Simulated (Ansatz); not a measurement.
**C on Zr(0001): change of the work function**

Wanted: Δφ(θ) for C/Zr(0001), starting from the fcc site.

Main program and level: Ansatz 0.2.0; plane-wave DFT, PBE, Ansatz PAW.

Report form: inputs, costs, results and the conclusion, without the logs.

### 1. The starting structure

The cell holds 4 atoms: 4 Zr. Cell: a = 3.230 Å, b = 3.230 Å, c = 25.718 Å, α = 90.0°, β = 90.0°, γ = 60.0°. Vacuum lies along c.

### 2. The clean slab

The bare slab comes first, as the zero from which every change is counted. The two lowest layers are held at bulk places and the upper ones relax. The dipole correction removes the false field that a one-sided slab makes across the periodic vacuum, so each face gets a flat vacuum level of its own.

File input.yaml:

```yaml
crystal:
  lattice:
    - [3.23, 0.0, 0.0]
    - [1.615, 2.7972620542, 0.0]
    - [0.0, 0.0, 25.718085]
  atoms:
    - { symbol: Zr, position: [0.6666666667, 0.6666666667, 0.3499482951] }
    - { symbol: Zr, position: [0.0, 0.0, 0.449982765] }
    - { symbol: Zr, position: [0.6666666667, 0.6666666667, 0.550017235] }
    - { symbol: Zr, position: [0.0, 0.0, 0.6500517049] }
kpoints:
  mp_grid: { grid: [12, 12, 1] }
hamiltonian:
  xc: pbe
scf:
  occupations: { method: fermi_dirac, width: 0.1 }
  convergence: { dr2_threshold: 1.0e-08 }
efield:
  axis: 3
  dipole_correction: true
  ramp_position: 0.97
  ramp_width: 0.06
relax:
  f_tol: 0.02
  max_steps: 60
  constraints: [{ sites: [0, 1] }]
output:
  write_potential: true
  write_density: true
  volumetric_format: npy
```

Run with:

```bash
ansatz run input.yaml --threads 4 --pin off --max-ram 16384MiB --backend cpu --events-out ev --progress --plain --runs-dir out
```

It took 17 s on 4 threads of Intel Xeon Platinum 8259CL at 2.50GHz (Skylake/Cascade Lake), shared host; peak memory 0.65 GiB.

The steps of the relaxation:

```
step  energy less that of the first step (eV)  largest force component (eV/Å)
   1                                   0.0000                          0.6086
   2                                  -0.0225                          0.4689
   3                                  -0.0383                          0.0532
   4                                  -0.0387                          0.0081
```

The run keeps the 6 symmetry operations that the program found, so distortions that break them were not tested.

The atoms that moved most (Å):

```
atom     dx     dy      dz  length
 Zr3  0.000  0.000   0.100   0.100
 Zr4  0.000  0.000  -0.033   0.033
```

The relaxed structure:

```xyz
4
Lattice="3.2300 0.0000 0.0000 1.6150 2.7973 0.0000 0.0000 0.0000 25.7181" Properties=species:S:1:pos:R:3
Zr    3.2300    1.8648    9.0000
Zr    0.0000    0.0000   11.5727
Zr    3.2300    1.8648   14.2450
Zr    0.0000    0.0000   16.6846
```

This step gave:

- energy at zero smearing: -16733.4762 eV
- work function, upper face: 4.165 eV
- dipole along the normal: 7.19e-4 e·Å

Running mean over 2.573 Å of the planar mean; the ramp of the sawtooth is left out. Electron's electrostatic potential energy less the Fermi level against z:

```
z (Å)  electron's electrostatic potential energy less the Fermi level (eV)
  3.5                                                                 4.18
  4.0                                                                 4.18
  4.5                                                                 4.17
  5.0                                                                 4.15
  5.5                                                                 4.09
  6.0                                                                 3.92
  6.5                                                                 3.43
  7.0                                                                 2.15
  7.5                                                                -1.01
  8.0                                                                -5.14
  8.5                                                                -7.74
  9.0                                                                -8.45
  9.5                                                                -8.43
 10.0                                                                -8.32
 10.5                                                                -8.28
 11.0                                                                -8.29
 11.5                                                                -8.29
 12.0                                                                -8.16
 12.5                                                                -7.78
 13.0                                                                -7.60
 13.5                                                                -7.92
 14.0                                                                -8.25
 14.5                                                                -8.50
 15.0                                                                -9.02
 15.5                                                                -9.34
 16.0                                                                -9.04
 16.5                                                                -8.65
 17.0                                                                -8.19
 17.5                                                                -6.36
 18.0                                                                -2.56
 18.5                                                                 1.19
 19.0                                                                 3.09
 19.5                                                                 3.78
 20.0                                                                 4.03
 20.5                                                                 4.12
 21.0                                                                 4.15
 21.5                                                                 4.16
 22.0                                                                 4.16
 22.5                                                                 4.16
```

The relaxation took 4 steps and lowered the energy by 0.039 eV; the largest force on the free atoms ends at 0.0081 eV/Å.

The work function of the upper face is 4.17 eV.

### 3. The covered slab, k-mesh 4×4×1, coverage 0.111 ML

System of this step: C/Zr(0001). The cell holds 37 atoms: 36 Zr and 1 C. Its edges and angles: a = 9.690 Å, b = 9.690 Å, c = 27.475 Å, α = 90.0°, β = 90.0°, γ = 60.0°. Vacuum lies along c.

The clean slab as it ended is repeated in the plane and the adsorbate is set on one face; the cell's size fixes the coverage, and the k-mesh shrinks with it to keep the sampling density about even. Adsorbate and upper layers relax, since the dipole depends on the height.

File input.yaml:

```yaml
crystal:
  lattice:
    - [9.69, 0.0, 0.0]
    - [4.845, 8.3917861626, 0.0]
    - [0.0, 0.0, 27.475184607]
  atoms:
    - { symbol: Zr, position: [0.2222222222, 0.2222222222, 0.3275683177] }
    - { symbol: Zr, position: [0.0, 0.0, 0.4212053591] }
    - { symbol: Zr, position: [0.2222222222, 0.2222222222, 0.5184663536] }
    - { symbol: Zr, position: [0.0, 0.0, 0.607261219] }
    - { symbol: Zr, position: [0.2222222222, 0.5555555556, 0.3275683177] }
    - { symbol: Zr, position: [0.0, 0.3333333333, 0.4212053591] }
    - { symbol: Zr, position: [0.2222222222, 0.5555555556, 0.5184663536] }
    - { symbol: Zr, position: [0.0, 0.3333333333, 0.607261219] }
[... 25 atom lines left out ...]
    - { symbol: Zr, position: [0.6666666667, 0.6666666667, 0.4212053591] }
    - { symbol: Zr, position: [0.8888888889, 0.8888888889, 0.5184663536] }
    - { symbol: Zr, position: [0.6666666667, 0.6666666667, 0.607261219] }
    - { symbol: C, position: [0.1111111111, 0.1111111111, 0.6724316823] }
kpoints:
  mp_grid: { grid: [4, 4, 1] }
hamiltonian:
  xc: pbe
scf:
  occupations: { method: fermi_dirac, width: 0.1 }
  convergence: { dr2_threshold: 1.0e-08 }
efield:
  axis: 3
  dipole_correction: true
  ramp_position: 0.97
  ramp_width: 0.06
relax:
  f_tol: 0.02
  max_steps: 60
  constraints:
    - { sites: [0, 1, 4, 5, 8, 9, 12, 13, 16, 17, 20, 21, 24, 25, 28, 29, 32, 33] }
output:
  write_potential: true
  write_density: true
  volumetric_format: npy
```

It took 9.5 min on 4 threads; peak memory 9.6 GiB; 29 min of CPU time.

Relaxation path:

```
step  energy less that of the first step (eV)  largest force component (eV/Å)
   1                                   0.0000                          4.3102
   2                                  -1.2832                          3.9501
   3                                  -2.1573                          2.2768
   4                                  -2.5021                          0.6115
   5                                  -2.5295                          0.1339
   6                                  -2.5333                          0.0324
   7                                  -2.5336                          0.0070
```

The run keeps the 6 symmetry operations that the program found, so distortions that break them were not tested.

The atoms that moved most (Å):

```
atom      dx      dy      dz  length
 C37   0.000   0.000  -0.694   0.694
 Zr4  -0.006  -0.003   0.160   0.161
 Zr8   0.000   0.007   0.160   0.161
Zr16   0.006  -0.003   0.160   0.161
Zr32  -0.034   0.019   0.007   0.039
Zr24   0.000  -0.039   0.007   0.039
Zr20   0.034   0.019   0.007   0.039
Zr12   0.017  -0.010  -0.023   0.030
```

The relaxed structure:

```
Zr C
1.0
     9.69000    0.00000    0.00000
     4.84500    8.39179    0.00000
     0.00000    0.00000   27.47518
Zr C
36 1
Direct
  0.22222 0.22222 0.32757
  0.00000 0.00000 0.42121
  0.22275 0.22275 0.51902
  0.99961 0.99961 0.61310
  0.22222 0.55556 0.32757
  0.00000 0.33333 0.42121
  0.22137 0.55598 0.51775
  0.99961 0.33412 0.61310
  0.22222 0.88889 0.32757
  0.00000 0.66667 0.42121
  0.22275 0.88783 0.51902
  0.00238 0.66548 0.60642
  0.55556 0.22222 0.32757
  0.33333 0.00000 0.42121
  0.55598 0.22137 0.51775
  0.33412 0.99961 0.61310
  0.55556 0.55556 0.32757
  0.33333 0.33333 0.42121
  0.55598 0.55598 0.51775
  0.33564 0.33564 0.60752
  0.55556 0.88889 0.32757
  0.33333 0.66667 0.42121
  0.55595 0.88869 0.51768
  0.33564 0.66205 0.60752
  0.88889 0.22222 0.32757
  0.66667 0.00000 0.42121
  0.88783 0.22275 0.51902
  0.66548 0.00238 0.60642
  0.88889 0.55556 0.32757
  0.66667 0.33333 0.42121
  0.88869 0.55595 0.51768
  0.66205 0.33564 0.60752
  0.88889 0.88889 0.32757
  0.66667 0.66667 0.42121
  0.88869 0.88869 0.51768
  0.66548 0.66548 0.60642
  0.11111 0.11111 0.64716
```

Numbers from this step:

```
energy at zero smearing        : -150852.2131 eV
work function, upper face      : 4.340 eV
work function, lower face      : 4.181 eV
dipole along the normal        : -0.07113 e·Å
step between the vacuum levels : 0.1583 eV
```

Running mean over 2.573 Å of the planar mean; the ramp of the sawtooth is left out. The electron's electrostatic potential energy less the Fermi level by z:

```
z (Å)  electron's electrostatic potential energy less the Fermi level (eV)
    4                                                                 4.18
    5                                                                 4.15
    6                                                                 3.92
    7                                                                 2.14
    8                                                                -5.14
    9                                                                -8.45
   10                                                                -8.32
   11                                                                -8.29
   12                                                                -8.17
   13                                                                -7.67
   14                                                                -8.23
   15                                                                -8.71
   16                                                                -8.71
   17                                                                -8.42
   18                                                                -3.13
   19                                                                 2.94
   20                                                                 4.20
   21                                                                 4.33
   22                                                                 4.34
   23                                                                 4.34
   24                                                                 4.34
```

The relaxation took 7 steps and lowered the energy by 2.5 eV; the largest force on the free atoms ends at 0.0070 eV/Å.

The covered face has 4.34 eV, +0.17 eV against the clean one; the bare back face has moved by +0.00 eV, a measure of how thin the slab is.

[end of part 1 of 2]

[Long decimals in the printed logs are rounded to 6 places.]

[Logs are printed without paths, hosts, clocks, repeated set-up lines and the standing remarks that a program may print on its own settings, such as how far it seeks lower states.]

[Hosts, paths, dates, database ids (printed as entryN), source tags and the programs' standing remarks are cut or masked in the printed files.]

[Maps of the electrostatic potential energy from Ansatz leave out the sawtooth potential of an applied field or a dipole correction, so their vacuum need not be flat; planar profiles and work functions include it.]
